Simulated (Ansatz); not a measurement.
# CH2 on Zr(0001), fcc start, 2x2 cell: work function, bands and core levels, part 2 of 2

Aim: how the adsorbate changes the work function, the valence spectrum and the core levels in CH2 on Zr(0001), fcc start, 2x2 cell.

Ansatz 0.2.0; DFT, PBE, plane-wave PAW, default files, scalar-relativistic.

So far, work function, upper face (eV): step 2 (the clean face) 4.16; step 3 (relaxing the atoms) 3.70.

## (4) Layer-resolved bands, DOS and potential (continued)

Sums over each group's atoms; a table of it gives point samples, which can step over narrow peaks. The DOS of the group by E, zero at the Fermi level; 7 of 15 lines; values in states/eV:

```csv
E (eV),other layers: Zr 4d,layer 1: Zr 4d,layer 3: Zr 4d,layer 2: Zr 4d,other layers: Zr 5s,adsorbate: C 2p,layer 1: Zr 5s
-28,0,0,0,0,0,0,0
-27,0.197,0.198,0.204,0.230,0.143,0.0947,0.155
-26,8.9e-5,7.3e-4,4.2e-4,0.00104,5.0e-5,5.8e-5,2.8e-4
-25,0,0,0,0,0,0,0
-24,0,0,0,0,0,0,0
-23,0,0,0,0,0,0,0
-22,0,0,0,0,0,0,0
-21,0,0,0,0,0,0,0
-20,0,0,0,0,0,0,0
-19,0,0,0,0,0,0,0
-18,0,0,0,0,0,0,0
-17,0,0,0,0,0,0,0
-16,0,0,0,0,0,0,0
-15,0,0,0,0,0,0,0
-14,0,0,0,0,0,0,0
-13,0,0.0101,0,5.4e-5,0,0.00525,0.00706
-12,0,0,0,0,0,0,1.3e-6
-11,0,0,0,0,0,0,0
-10,0,0,0,0,0,0,0
-9,0,0,0,0,0,0,0
-8,0,0,0,0,0,0,0
-7,0,0.237,4.4e-5,0.00482,5.1e-6,1.69,0.0952
-6,0,0,0,0,0,0,0
-5,0.00164,0.124,0.00130,0.00352,0.0980,0.314,0.257
-4,0.0669,0.179,0.0387,0.0666,0.622,0.137,0.226
-3,0.422,1.50,0.652,0.749,0.997,1.31,0.985
-2,3.37,2.92,4.53,4.58,1.08,0.235,0.846
-1,5.74,4.42,5.01,5.13,0.485,0.131,0.382
0,7.78,6.11,4.33,4.30,0.855,0.103,0.560
1,6.12,7.36,6.43,7.17,0.534,0.121,0.495
```

Simulated valence spectra by photon energy, shown to 13 eV, since a deeper line would dwarf them at some energies; the 100 % can be that line's tail at the edge; this run's widths, added to any smearing of the DOS itself: Gaussian 0.2 eV, Lorentzian 0.2 eV. The intensity by binding energy, zero at the Fermi level; values in % of the maximum within 13 eV:

| binding energy (eV) | 21.2 eV | 40.8 eV | 1486.7 eV | 5950 eV |
| --- | --- | --- | --- | --- |
| -1.0 | 2.20 | 2.34 | 2.29 | 2.64 |
| -0.5 | 5.37 | 5.57 | 5.46 | 5.91 |
| 0.0 | 47.8 | 48.8 | 48.0 | 49.4 |
| 0.5 | 88.1 | 91.3 | 87.6 | 89.5 |
| 1.0 | 92.3 | 91.3 | 92.4 | 90.9 |
| 1.5 | 74.8 | 79.5 | 73.7 | 76.4 |
| 2.0 | 73.3 | 74.8 | 75.9 | 93.3 |
| 2.5 | 50.3 | 55.6 | 55.0 | 87.5 |
| 3.0 | 26.9 | 46.1 | 27.4 | 59.7 |
| 3.5 | 8.36 | 15.0 | 11.3 | 35.8 |
| 4.0 | 5.15 | 10.9 | 7.52 | 27.6 |
| 4.5 | 12.2 | 37.0 | 7.96 | 22.2 |
| 5.0 | 4.64 | 13.5 | 3.99 | 13.4 |
| 5.5 | 1.23 | 2.98 | 1.25 | 3.61 |
| 6.0 | 0.979 | 2.44 | 0.759 | 1.66 |
| 6.5 | 3.79 | 12.2 | 1.03 | 1.82 |
| 7.0 | 12.0 | 40.2 | 2.13 | 3.19 |
| 7.5 | 1.07 | 3.20 | 0.539 | 1.09 |
| 8.0 | 0.438 | 1.15 | 0.423 | 0.935 |
| 8.5 | 0.285 | 0.702 | 0.385 | 0.888 |
| 9.0 | 0.215 | 0.529 | 0.366 | 0.873 |
| 9.5 | 0.174 | 0.450 | 0.358 | 0.877 |
| 10.0 | 0.145 | 0.422 | 0.360 | 0.896 |
| 10.5 | 0.125 | 0.440 | 0.371 | 0.932 |
| 11.0 | 0.109 | 0.533 | 0.400 | 0.996 |
| 11.5 | - | 0.844 | 0.479 | 1.13 |
| 12.0 | - | 2.58 | 0.871 | 1.69 |
| 12.5 | - | 33.0 | 7.55 | 10.7 |

Maxima picked by a test of local sharpness, so broad peaks and shoulders can be missing; peaks within 0.45 eV of a curve's cut are left out. Valence peaks, by row:

| photon energy (eV) | binding energy (eV) | height (% of the maximum within 13 eV) | main shell | its share (%) |
| --- | --- | --- | --- | --- |
| 21.2 | 6.85 | 15.83 | C 2p | 59.16 |
| 21.2 | 4.55 | 12.83 | C 2p | 50.62 |
| 21.2 | 1.8 | 80.32 | Zr 4d | 97.55 |
| 21.2 | 0.8 | 100 | Zr 4d | 98.83 |
| 40.8 | 26.7 | 527.5 | Zr 4p | 99.19 |
| 40.8 | 12.6 | 39.62 | C 2s | 65.42 |
| 40.8 | 6.85 | 53.03 | C 2p | 76.75 |
| 40.8 | 4.55 | 39.02 | C 2p | 72.33 |
| 40.8 | 1.75 | 84.62 | Zr 4d | 89.23 |
| 40.8 | 0.75 | 100 | Zr 4d | 94.65 |
| 1487 | 26.65 | 1669 | Zr 4p | 99.79 |
| 1487 | 12.6 | 9.014 | C 2s | 76.23 |
| 1487 | 4.55 | 8.148 | Zr 4d | 54.3 |
| 1487 | 1.85 | 80.75 | Zr 4d | 92.83 |
| 1487 | 0.8 | 100 | Zr 4d | 95.7 |
| 5950 | 26.7 | 5306 | Zr 4p | 99.87 |
| 5950 | 12.6 | 12.74 | C 2s | 67.54 |
| 5950 | 4.55 | 22.47 | Zr 5s | 80.33 |
| 5950 | 1.9 | 93.91 | Zr 4d | 62.68 |
| 5950 | 0.8 | 100 | Zr 4d | 76.65 |

From the Fermi level. Planar mean, electrostatic potential against z:

```
z (Å)  planar mean, electrostatic potential (eV)
  0.0                                       3.90
  0.5                                       4.00
  1.0                                       4.10
  1.5                                       4.17
  2.0                                       4.17
  2.5                                       4.17
  3.0                                       4.17
  3.5                                       4.16
  4.0                                       4.14
  4.5                                       4.08
  5.0                                       3.90
  5.5                                       3.37
  6.0                                       1.95
  6.5                                      -1.84
  7.0                                      -11.4
  7.5                                      -18.1
  8.0                                      -10.9
  8.5                                      -1.52
  9.0                                     -0.735
  9.5                                      -8.88
 10.0                                      -17.6
 10.5                                      -13.0
 11.0                                      -2.54
 11.5                                    0.00526
 12.0                                      -5.33
 12.5                                      -16.0
 13.0                                      -15.7
 13.5                                      -5.10
 14.0                                     -0.737
 14.5                                      -5.81
 15.0                                      -16.1
 15.5                                      -15.7
 16.0                                      -5.70
 16.5                                      -1.38
 17.0                                      0.737
 17.5                                       2.00
 18.0                                       3.35
 18.5                                       3.61
 19.0                                       3.67
 19.5                                       3.69
 20.0                                       3.70
 20.5                                       3.70
 21.0                                       3.70
 21.5                                       3.70
 22.0                                       3.70
 22.5                                       3.70
 23.0                                       3.70
 23.5                                       3.71
 24.0                                       3.80
```

The intensity has structure finer than the step of the table below, so its rows give means over 2 eV, whole bins alone (the curve runs from -29.3 to 1.43 eV). Peaks (eV: height): C K -6.9: 99.6, -4.6: 75.7, -3.0: 60.6; C K, E along x -6.9: 298; C K, E along y -3.0: 174; C K, E along z -4.6: 224; Zr L-beta2 -1.1: 100.0.

Shapes are the site's partial DOS without matrix elements, which overweights lines from ligand s bands. The intensity by emission energy less the core level's binding energy, zero at the Fermi level; means over each step; values in % of the unpolarised maximum:

```
emission energy less the core level's binding energy (eV)     C K  C K, E along x  C K, E along y  C K, E along z  Zr L-beta2
                                                      -28    1.03            1.19           0.628            1.29        1.25
                                                      -26    1.06            1.50           0.842           0.838        1.48
                                                      -24  0.0167          0.0204          0.0132          0.0164       0.414
                                                      -22  0.0136          0.0160          0.0108          0.0141       0.317
                                                      -20  0.0158          0.0185          0.0121          0.0167       0.340
                                                      -18  0.0208          0.0245          0.0149          0.0230       0.408
                                                      -16  0.0315          0.0357          0.0195          0.0392       0.529
                                                      -14   0.217          0.0583          0.0347           0.557       0.808
                                                      -12    1.91           0.115           0.125            5.50        1.21
                                                      -10   0.176           0.332          0.0639           0.131        1.52
                                                       -8    10.8            31.9           0.126           0.280        2.76
                                                       -6    27.4            69.8           0.404            12.0        6.15
                                                       -4    40.9           0.799            36.4            85.4        22.3
                                                       -2    27.6            1.40            75.8            5.49        80.3
                                                        0    5.54           0.888            9.95            5.53        64.6
```

Sums over each group's atoms; left-over states aren't shared out by site. Site centres, by row:

```
       group  element  shell  occupied states  centre of occupied part (eV)  centre up to the window's top (eV)
   adsorbate        H     1s            1.583                        -8.894                              -8.399
   adsorbate        C     2s            1.202                        -11.64                              -11.38
   adsorbate        C     2p            3.621                        -4.911                               -4.67
     layer 1       Zr     5s            3.237                        -3.585                              -2.888
     layer 1       Zr     4p            23.61                        -26.89                              -26.89
     layer 1       Zr     4d            12.08                        -1.941                             -0.8392
     layer 2       Zr     5s            3.248                        -3.924                              -3.387
     layer 2       Zr     4p            23.63                        -26.59                              -26.59
     layer 2       Zr     4d            12.61                        -1.831                             -0.8824
     layer 3       Zr     5s            3.289                         -3.88                              -3.329
     layer 3       Zr     4p            23.66                        -26.69                              -26.69
     layer 3       Zr     4d            12.49                        -1.815                             -0.8682
other layers       Zr     5s            3.651                        -3.028                              -2.398
other layers       Zr     4p            23.73                           -27                                 -27
other layers       Zr     4d             12.2                        -1.495                             -0.5778
```

Recipe: projected DOS times atomic cross section and asymmetry factor (unpolarised light, 54.7° from the beam), occupied states only, Fermi edge at 300 K, a Lorentzian width of 0.2 eV growing by 0 eV per eV of binding energy, and a resolution of 0.2 eV. Each atom is damped by exp[−depth/(λ cos θ)], θ = 45° from the normal, λ from the universal curve. Curves are cut 10 eV under the photon energy, above any shell that the free atom's threshold puts out of reach, or at the lower edge of the window: 11.2 eV at 21.2 eV, 29.3 eV at 40.8 eV, 29.3 eV at 1486.7 eV and 29.3 eV at 5950 eV. A star in tables and legends marks shells that hold the states left over by the projection (0.7 % of the filled ones), a stand-in for orbitals that the files don't project on. Matrix elements of the solid and inelastic losses aren't modelled, nor non-dipole terms, which matter above 3 keV.

Share of each shell in the spectrum's area (%), by photon energy:

| shell | 21.2 eV | 40.8 eV | 1486.7 eV | 5950 eV |
| --- | --- | --- | --- | --- |
| C 2s | 0.1 | 1.8 | 0.2 | 0.1 |
| C 2p | 6.7 | 8.4 | 0.0 | 0.0 |
| Zr 5s | 0.1 | 0.3 | 1.2 | 2.4 |
| Zr 4p | 0.0 | 62.8 | 87.6 | 94.4 |
| Zr 4d | 91.8 | 25.4 | 10.9 | 3.0 |

Regions along c: top from 13.9 to 21.3 Å, middle from 10.6 to 13.9 Å, bottom from 3.5 to 10.6 Å.

The largest force component on a free atom is 0.025 eV/Å, so the atoms are at rest for these settings too. At the Fermi level the DOS is 26.15 states/eV a cell, and on the broadened curves Zr 4d holds 86 % of the total there.

## (5) Core holes

XPS shifts tell sites apart. Each chosen atom gets a core hole in a self-consistent pass of its own.

The input, input.yaml:

```yaml
crystal:
  lattice:
    - [6.46, 0.0, 0.0]
    - [3.23, 5.5945241084, 0.0]
    - [0.0, 0.0, 24.525]
  atoms:
    - { symbol: H, position: [0.3144944794, 0.1431422899, 0.7070421949] }
    - { symbol: H, position: [0.0412669754, 0.1458014844, 0.7069502315] }
    - { symbol: C_h, position: [0.1823559342, 0.1356572794, 0.678738888] }
    - { symbol: Zr, position: [0.0003369436, 0.0019194824, 0.62297882] }
    - { symbol: Zr_h, position: [0.4974757388, 0.0020682662, 0.622957998] }
    - { symbol: Zr, position: [-0.0037259452, 0.5076672509, 0.6203937729] }
    - { symbol: Zr_h, position: [0.4986101711, 0.5027389424, 0.6174823127] }
    - { symbol: Zr, position: [0.8317088704, 0.3411066635, 0.519919381] }
    - { symbol: Zr, position: [0.3272085977, 0.3411149075, 0.5198737756] }
    - { symbol: Zr, position: [0.826050942, 0.8477783874, 0.5193397968] }
    - { symbol: Zr, position: [0.3272145399, 0.845437817, 0.5197244761] }
    - { symbol: Zr_h, position: [0.0, 0.0, 0.411213048] }
    - { symbol: Zr, position: [0.5, 0.0, 0.411213048] }
    - { symbol: Zr, position: [0.0, 0.5, 0.411213048] }
    - { symbol: Zr, position: [0.5, 0.5, 0.411213048] }
    - { symbol: Zr, position: [0.833333333, 0.333333333, 0.305810398] }
    - { symbol: Zr, position: [0.333333333, 0.333333333, 0.305810398] }
    - { symbol: Zr, position: [0.833333333, 0.833333333, 0.305810398] }
    - { symbol: Zr, position: [0.333333333, 0.833333333, 0.305810398] }
kpoints:
  mp_grid: { grid: [6, 6, 1] }
scf:
  occupations: { method: fermi_dirac, width: 0.05 }
  n_extra_bands: 15
hamiltonian:
  xc: pbe
  pseudopotentials: { kind: paw }
output:
  forces: true
  write_potential: true
  volumetric_format: []
  core_levels:
    shells: { C_h: "1s", Zr_h: "3d" }
    counted_from: fermi_level
    add_spin: false
efield:
  axis: 3
  dipole_correction: true
```

Run with:

```console
ansatz run input.yaml --threads 8 --pin off --max-ram 20480MiB --backend cpu --events-out ev --progress --plain --runs-dir out
```

Wall time 65 s (8 threads of AMD EPYC 9R45, shared host); peak memory 4.6 GiB; 8.5 min of CPU time.

Each level is the free energy with the hole less that without it. The electron goes to the Fermi level, so the difference is a binding energy from E_F. The hole's nearest image is 6.5 Å away, and the holes carry no spin, so absolute levels are rough.

| atom | region | shell | level (eV) | shift (eV) | potential at nucleus, shift (V) | j lines (eV) | doubts |
| --- | --- | --- | --- | --- | --- | --- | --- |
| C3 | adsorbate | 1s | 282.25 | - | +0.00 | - | - |
| Zr5 | layer 1 | 3d | 178.02 | +0.15 | +0.15 | 179.45 / 177.07 | - |
| Zr7 | layer 1 | 3d | 177.97 | +0.10 | +0.28 | 179.40 / 177.01 | - |
| Zr12 | layer 3 | 3d | 177.87 | +0.00 | +0.00 | 179.30 / 176.92 | - |

Levels of p, d and f shells are means over their two j lines, weighted by degeneracy; the splitting comes from the atom's own solve. Shifts count from the last listed atom of each element. A higher potential at the nucleus binds core electrons more tightly, so that column is a rough initial-state shift.

The Zr 3d lines of the listed atoms alone (other atoms of the cell aren't counted), as Gaussians 0.5 eV wide, no depth weighting. The intensity by Zr 3d level; read off at these points:

```csv
Zr 3d level (eV),intensity (%)
176.000,0.00379
176.250,0.332
176.500,7.99
176.750,53.2
177.000,100.0
177.250,53.1
177.500,7.74
177.750,0.305
178.000,0.00317
178.250,1.5e-4
178.500,0.0243
178.750,1.16
179.000,15.2
179.250,55.8
179.376,66.7
179.500,58.0
179.750,16.9
180.000,1.33
180.250,0.0282
180.500,1.6e-4
```

## (6) Other settings

This step: DFT, PBE, plane-wave PAW, default files, scalar-relativistic; changed: hamiltonian.hubbard = {"sites": [{"species": "Zr", "l": "d", "u_eff": 8.0}], "double_counting": "amf"}, scf.mixing.algorithm = "msr1", scf.mixing.beta = 0.1 (Ansatz 0.2.0).

Other settings are tried.

The input, input.yaml:

```yaml
crystal:
  lattice:
    - [6.46, 0.0, 0.0]
    - [3.23, 5.5945241084, 0.0]
    - [0.0, 0.0, 24.525]
  atoms:
    - { symbol: H, position: [0.3144944794, 0.1431422899, 0.7070421949] }
    - { symbol: H, position: [0.0412669754, 0.1458014844, 0.7069502315] }
    - { symbol: C, position: [0.1823559342, 0.1356572794, 0.678738888] }
    - { symbol: Zr, position: [0.0003369436, 0.0019194824, 0.62297882] }
    - { symbol: Zr, position: [0.4974757388, 0.0020682662, 0.622957998] }
    - { symbol: Zr, position: [-0.0037259452, 0.5076672509, 0.6203937729] }
    - { symbol: Zr, position: [0.4986101711, 0.5027389424, 0.6174823127] }
    - { symbol: Zr, position: [0.8317088704, 0.3411066635, 0.519919381] }
    - { symbol: Zr, position: [0.3272085977, 0.3411149075, 0.5198737756] }
    - { symbol: Zr, position: [0.826050942, 0.8477783874, 0.5193397968] }
    - { symbol: Zr, position: [0.3272145399, 0.845437817, 0.5197244761] }
    - { symbol: Zr, position: [0.0, 0.0, 0.411213048] }
    - { symbol: Zr, position: [0.5, 0.0, 0.411213048] }
    - { symbol: Zr, position: [0.0, 0.5, 0.411213048] }
    - { symbol: Zr, position: [0.5, 0.5, 0.411213048] }
    - { symbol: Zr, position: [0.833333333, 0.333333333, 0.305810398] }
    - { symbol: Zr, position: [0.333333333, 0.333333333, 0.305810398] }
    - { symbol: Zr, position: [0.833333333, 0.833333333, 0.305810398] }
    - { symbol: Zr, position: [0.333333333, 0.833333333, 0.305810398] }
kpoints:
  mp_grid: { grid: [6, 6, 1] }
scf:
  occupations: { method: fermi_dirac, width: 0.05 }
  n_extra_bands: 25
  mixing: { algorithm: msr1, beta: 0.1 }
hamiltonian:
  xc: pbe
  pseudopotentials: { kind: paw }
  hubbard: { sites: [{ species: Zr, l: d, u_eff: 8.0 }], double_counting: amf }
output:
  forces: true
  write_potential: true
  volumetric_format: []
  dos:
    projected:
      site_lists:
        adsorbate: [0, 1, 2]
        layer_1: [3, 4, 5, 6]
        layer_2: [7, 8, 9, 10]
        layer_3: [11, 12, 13, 14]
        other_layers: [15, 16, 17, 18]
    de: 0.05
    e_range: [-30, 12]
    method: { smearing: { sigma: 0.15, scheme: gaussian } }
efield:
  axis: 3
  dipole_correction: true
```

Run time: 4.8 min. Hardware: 8 threads; peak memory 8 GiB.

Residual by cycle:

cycle, log10 residual and a bar from the least value:
```
        1        2.3 ##############################
        8        0.1 ###################
       15       -0.5 ################
       22       -1.2 ############
       29       -1.7 ##########
       36       -1.7 ##########
       43       -2.1 ########
       50       -3.0 ###
       57       -3.4 #
       64       -3.4 #
       71       -0.9 ##############
       78       -3.6
```

The run was cut off at its time limit.

After 78 cycles the residual stands at 2.3e-4.

The program's message: “Error: SIGTERM received: cancelled by the caller after 78 completed SCF iterations”

## (7) Results

| Property | Result |
| --- | --- |
| work function | 3.70 eV (other face 4.17 eV) |
| change from the clean face | -0.46 eV |
| Zr 4d centre of the filled part above −10 eV, from the plotted curve, layer 1 | -1.42 eV |
| Zr 4d centre of the filled part above −10 eV, from the plotted curve, layer 3 | -1.36 eV |
| Zr core shifts among the listed atoms, from the last listed one | +0.00 to +0.15 eV |

The Fermi level of CH2 on Zr(0001), fcc start, 2x2 cell lies 3.70 eV (other face 4.17 eV) below the vacuum, a change of -0.46 eV from the clean face. Only the strongest levels a point were stored, too few to count surface states. After relaxation C3 stands 1.42 Å above the top layer, bonded to 3 Zr atoms at 2.24 to 2.53 Å. The bare lower face differs from the lower face of the clean 1×1 slab by 0.01 eV, a measure of the error from mesh and slab. Core shifts: Zr +0.00 to +0.15 eV. Among the sites run, the most bound Zr 3d level is that of Zr5 (layer 1), bonded to 1 H and 1 C; the least bound, 0.15 eV shallower, that of Zr12 (layer 3), bonded to 12 Zr. At 21.2 eV the valence spectrum has its highest listed peaks within 10.8 eV at 0.8 eV (Zr 4d) and 1.8 eV (Zr 4d). At 1486.7 eV the valence spectrum has its highest listed peaks within 13 eV at 0.8 eV (Zr 4d) and 1.9 eV (Zr 4d), and the deeper Zr 4p line at 26.6 eV is higher still (without the spin–orbit splitting that a measurement shows). The shell named is the one with most of the intensity, cross sections included, not always the one with most states there. The slab's own atoms span 7.8 Å, so bulk bands appear as a few quantum-well levels, and states of the two faces can mix. The program warns of density or levels in the vacuum in some of these runs, so vacuum levels and energy differences can be a little off.

[Logs are printed without paths, hosts, clocks, repeated set-up lines and the standing remarks that a program may print on its own settings, such as how far it seeks lower states.]

[Hosts, paths, dates, database ids (printed as entryN), source tags and the programs' standing remarks are cut or masked in the printed files.]

[Maps of the electrostatic potential energy from Ansatz leave out the sawtooth potential of an applied field or a dipole correction, so their vacuum need not be flat; work functions include it.]
